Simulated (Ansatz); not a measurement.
# Sn chain started as a strip of triangles: period, moment and channels by functional, part 2 of 2

Wanted: the relaxed geometry and the open channels of the Sn chain started as a strip of triangles, by several methods.

Ansatz 0.2.0; DFT PBE, plane waves, PAW; relaxation of a chain's period (the session's first sound run).

So far, conductance of the lead as this run defines it (G₀): step 3 (the perfect wire, level PBE, k-mesh 1×1×27) 3.82; step 5 (LDA, another cell) 3.94; step 7 (RPBE, another cell, k-mesh 1×1×26) 3.45.

## Step 9: The perfect wire, level PBEsol, k-mesh 1×1×27

This step: DFT PBEsol, plane waves, PAW; channels and complex bands of a perfect chain (Ansatz 0.2.0).

The channels are counted again under PBEsol, at the period that it gave.

input.yaml reads:

```yaml
crystal:
  lattice:
    - [9.0, 0.0, 0.0]
    - [0.0, 7.5, 0.0]
    - [0.0, 0.0, 3.0086772703]
  atoms:
    - { symbol: Sn, position: [0.356384464, 0.5, 0.0] }
    - { symbol: Sn, position: [0.643615536, 0.5, 0.5] }
kpoints:
  mp_grid: { grid: [1, 1, 27] }
  band_path: { path: ["Γ", Z], npoints: 60 }
scf:
  occupations: { method: fermi_dirac, width: 0.05 }
hamiltonian:
  xc: pbesol
output:
  transmission:
    e_range: [-2, 2]
    de: 0.035
    kmesh: [1, 1]
    reduced_basis: true
    leads: [[0, 0]]
  dos: { projected: true, e_range: [-6, 4] }
```

Command:

```sh
$ ansatz run input.yaml --threads 4 --pin off --max-ram 8192MiB --backend cpu --events-out ev --progress --plain --runs-dir out
```

Run time: 24 s. Hardware: 4 threads of Arm Neoverse V2, shared host; peak memory 0.67 GiB; 84 s of CPU time.

Table of open channels of the lead, one spin by energy, zero at the Fermi level:

```tsv
energy (eV)	open channels of the lead, one spin
-2.000	2
-1.895	2
-1.790	4
-1.685	4
-1.615	4
-1.510	4
-1.405	4
-1.300	4
-1.195	4
-1.090	4
-0.985	4
-0.915	4
-0.810	4
-0.705	4
-0.600	4
-0.495	4
-0.390	4
-0.285	4
-0.215	4
-0.110	4
-0.005	4
0.100	2
0.205	2
0.310	2
0.415	3
0.485	3
0.590	3
0.695	3
0.800	3
0.905	3
1.010	3
1.115	3
1.185	3
1.290	5
1.395	5
1.500	5
1.605	5
1.710	5
1.815	5
1.885	5
```

At the computed energy nearest the Fermi level there are 4 channels a spin, and the thermal average gives 3.90 G₀.

Between step 3 and this run (PBEsol and another cell) the value for the conductance of the lead as this run defines it moves from 3.82 G₀ to 3.90 G₀ (+2 %).

## Step 10: The series together

Times are for 4 threads of Arm Neoverse V2, shared host. The runs compared:

```tsv
no.	level	conductance of the lead as this run defines it (G₀)	time	memory (GiB)
1	PBE	3.824	25 s	0.68
2	LDA	3.941	25 s	0.65
3	RPBE	3.454	25 s	0.68
4	PBEsol	3.901	24 s	0.67
```

The runs together. Table of open channels of the lead by energy, zero at the Fermi level:

```tsv
energy (eV)	PBE	LDA	RPBE	PBEsol
-2.000	2	2	2	2
-1.790	2	4	2	4
-1.615	4	4	3	4
-1.405	4	4	4	4
-1.195	4	4	4	4
-0.985	4	4	4	4
-0.810	4	4	4	4
-0.600	4	4	4	4
-0.390	4	4	4	4
-0.215	4	4	4	4
-0.005	4	4	4	4
0.205	2	2	2	2
0.415	2	3	2	3
0.590	3	3	3	3
0.800	3	3	3	3
1.010	3	3	3	3
1.185	3	3	3	3
1.395	5	5	5	5
1.605	5	5	5	5
1.815	5	5	5	5
```

## Step 11: Relaxation of atoms and period, cutoff 979.61 eV

This step: DFT PBE, plane waves, norm-conserving; relaxation of a chain's period (Ansatz 0.2.0).

The same functional on other atomic datasets tests how far the result hangs on the treatment of the cores. Against the first PBE run of this kind, the cutoff is 979.61 eV against 420.

input.yaml reads:

```yaml
crystal:
  lattice:
    - [9.0, 0.0, 0.0]
    - [0.0, 7.5, 0.0]
    - [0.0, 0.0, 2.72023]
  atoms:
    - { symbol: Sn, position: [0.370884444, 0.5, 0.0], spin: 0.5 }
    - { symbol: Sn, position: [0.629115556, 0.5, 0.5], spin: 0.5 }
magnetization:
  spin_polarized: true
kpoints:
  mp_grid: { grid: [1, 1, 30] }
scf:
  occupations: { method: fermi_dirac, width: 0.05 }
hamiltonian:
  xc: pbe
  pseudopotentials: { kind: nc }
relax:
  cell: { fix: [a, b, alpha, beta, gamma] }
  max_steps: 60
```

The job ended after 75 s (4 threads; peak memory 0.99 GiB).

The cell's length comes to 3.056 Å, -0.0 % against the first run, with no moment. That is +12 % against the start, more than a small adjustment.

## Step 12: The relaxed wire

This step: DFT PBE, plane waves, PAW; relaxation of a chain's period (Ansatz 0.2.0).

No moment formed, so a run without spin should agree; this checks it and saves time.

input.yaml, the sections that differ from step 11:

```yaml
crystal:
  lattice:
    - [9.0, 0.0, 0.0]
    - [0.0, 7.5, 0.0]
    - [0.0, 0.0, 2.72023]
  atoms:
    - { symbol: Sn, position: [0.370884444, 0.5, 0.0] }
    - { symbol: Sn, position: [0.629115556, 0.5, 0.5] }
hamiltonian:
  xc: pbe
# kpoints, scf, relax: as in step 11
# magnetization: removed
```

Elapsed: 7.3 s, on 4 threads; peak memory 0.47 GiB; 26 s of CPU time.

The cell's length comes to 3.057 Å, +0.0 % against the first run, with spin left out. That is +12 % against the start, more than a small adjustment.

## Step 13: Comparing the runs

Times are for 4 threads of Arm Neoverse V2, shared host. Results by setting:

```tsv
no.	level	cell length along the wire (Å)	time	memory (GiB)
1	PBE	3.057	20 s	0.52
2	LDA	2.977	14 s	0.47
3	RPBE	3.089	20 s	0.52
4	PBEsol	3.009	19 s	0.52
5	PBE, NC files	3.056	75 s	0.99
6	PBE, no spin	3.057	7.3 s	0.47
```

## Step 14: Two-component spinors

This step: DFT PBE, plane waves, fully relativistic PAW; channels of a perfect chain with spin-orbit coupling (Ansatz 0.2.0).

Spin-orbit coupling mixes the spins and splits bands that cross or touch without it, so it can open or close channels. Fully relativistic datasets take the place of the scalar ones. The window is narrow, since spinor matrices are twice as large.

input.yaml reads:

```yaml
crystal:
  lattice:
    - [9.0, 0.0, 0.0]
    - [0.0, 7.5, 0.0]
    - [0.0, 0.0, 3.056542265]
  atoms:
    - { symbol: Sn, position: [0.354211815, 0.5, 0.0] }
    - { symbol: Sn, position: [0.645788185, 0.5, 0.5] }
kpoints:
  mp_grid: { grid: [1, 1, 27] }
  band_path: { path: ["Γ", Z], npoints: 60 }
scf:
  occupations: { method: fermi_dirac, width: 0.05 }
hamiltonian:
  xc: pbe
  pseudopotentials: { kind: paw_fr }
output:
  transmission:
    e_range: [-0.42, 0.42]
    de: 0.035
    kmesh: [1, 1]
    reduced_basis: false
    leads: [[0, 0]]
magnetization:
  noncollinear: true
  spin_orbit: true
```

Wall time 8.7 min (4 threads); peak memory 4.5 GiB; 30 min of CPU time.

This step gave:

```
energy at zero smearing                                    : -12051.3834 eV
conductance of the lead as this run defines it             : 3.671 G₀
channels at the energy nearest the Fermi level, both spins : 8
```

Open channels of the lead, both spins against energy, zero at the Fermi level:

```tsv
energy (eV)	open channels of the lead, both spins
-0.420	8
-0.385	4
-0.350	4
-0.315	4
-0.245	4
-0.210	4
-0.175	4
-0.140	4
-0.105	4
-0.070	8
-0.035	8
0.000	8
0.035	8
0.070	4
0.105	4
0.140	4
0.175	4
0.210	4
0.245	4
0.315	4
0.350	4
0.385	4
0.420	4
```

The slowest values at each energy, most degenerate partners merged, listed up to 1.5 1/Å. The Im kz of the slowest decaying states by energy, zero at the Fermi level:

```tsv
energy (eV)	decay 1 (Å⁻¹)	decay 2 (Å⁻¹)	decay 3 (Å⁻¹)	decay 4 (Å⁻¹)
-0.420	0.481	0.941	1.00	1.10
-0.385	0.00987	0.472	0.936	0.996
-0.350	0.0173	0.463	0.931	0.992
-0.280	0.0221	0.445	0.921	0.984
-0.245	0.0219	0.435	0.915	0.980
-0.210	0.0200	0.425	0.910	0.976
-0.175	0.0169	0.415	0.905	0.971
-0.140	0.0131	0.404	0.900	0.967
-0.070	0.382	0.889	0.958	1.06
-0.035	0.371	0.884	0.954	1.06
0.000	0.359	0.879	0.950	1.06
0.035	0.347	0.873	0.945	1.05
0.070	0.0240	0.334	0.868	0.941
0.140	0.0459	0.306	0.857	0.932
0.175	0.0527	0.292	0.851	0.927
0.210	0.0583	0.276	0.846	0.923
0.245	0.0630	0.259	0.84	0.918
0.280	0.0669	0.242	0.834	0.914
0.350	0.0731	0.201	0.823	0.904
0.385	0.0755	0.177	0.817	0.900
0.420	0.0776	0.150	0.811	0.895
```

The electronic bands at the labelled points (eV, zero at the Fermi level):

```tsv
point	band 25	band 26	band 27	band 28	band 29	band 30	band 31	band 32
Γ	-1.70	-1.70	-1.63	-1.63	0.51	0.51	2.87	2.87
halfway	-0.65	-0.65	-0.58	-0.58	0.83	0.83	1.49	1.49
Z	-2.01	-2.01	-2.01	-2.01	1.95	1.95	1.95	1.95
```

At the computed energy nearest the Fermi level there are 8 spinor channels, and the thermal average gives 3.67 G₀.

## Step 15: A repeat with changed settings

This step: DFT PBE, plane waves, PAW; channels and complex bands of a perfect chain; changed: output.transmission.e_range = [1, -1], scf.max_iter = 80 (Ansatz 0.2.0).

The input of the run on the perfect lead (PBE) is made doubtful on purpose. The ELF is not written this time.

input.yaml, the sections that differ from step 14:

```yaml
scf:
  occupations: { method: fermi_dirac, width: 0.05 }
  max_iter: 80
hamiltonian:
  xc: pbe
output:
  transmission:
    e_range: [1, -1]
    de: 0.035
    kmesh: [1, 1]
    reduced_basis: true
    leads: [[0, 0]]
  dos: { projected: true, e_range: [-6, 4] }
  write_potential: true
  write_density: true
  volumetric_format: npy
# crystal, kpoints: as in step 14
# magnetization: removed
```

Wall time 0.03 s (4 threads); peak memory 0.07 GiB.

The program refused the input before any cycle.

The program's message: “Error: invalid value for `output.transmission.e_range`: [1, -1] eV must be finite with min < max”

The change that led to it: output.transmission.e_range = [1, -1].

## Step 16: What came out

```yaml
cell_length_pbe: 3.057 Å
cell_length_lda: 2.977 Å
cell_length_rpbe: 3.089 Å
cell_length_pbesol: 3.009 Å
cell_length_pbe_nc_files: 3.056 Å
cell_length_pbe_no_spin: 3.057 Å
conductance_pbe: 3.82 G₀
conductance_lda: 3.94 G₀
conductance_rpbe: 3.45 G₀
conductance_pbesol: 3.90 G₀
conductance_with_spin_orbit_coupling: 3.67 G₀
```

What this shows: Under PBE the cell's length is 3.06 Å, no moment survives, and it is a metal with 4 channels a spin next to the Fermi level, 3.82 G₀ at 300 K (3.45 to 3.94 over the functionals). The cell's length spans 3.8 % over the functionals, shortest under LDA and longest under RPBE. A perfect wire passes every open channel, so the conductance counts half a G₀ for each forward-moving state at the Fermi level, spin by spin; the value here is no such multiple, since a band edge lies within the thermal window. At the relaxed period it forms two rows 2.62 Å apart, with 3.04 Å between atoms of unlike rows and 3.06 Å along a row: a strip of triangles. Transport is coherent and elastic here: the atoms are frozen, so scattering by vibrations plays no part.

[Logs are printed without paths, hosts, clocks, repeated set-up lines and the standing remarks that a program may print on its own settings, such as how far it seeks lower states.]

[Hosts, paths, dates, database ids (printed as entryN), source tags and the programs' standing remarks are cut or masked in the printed files.]
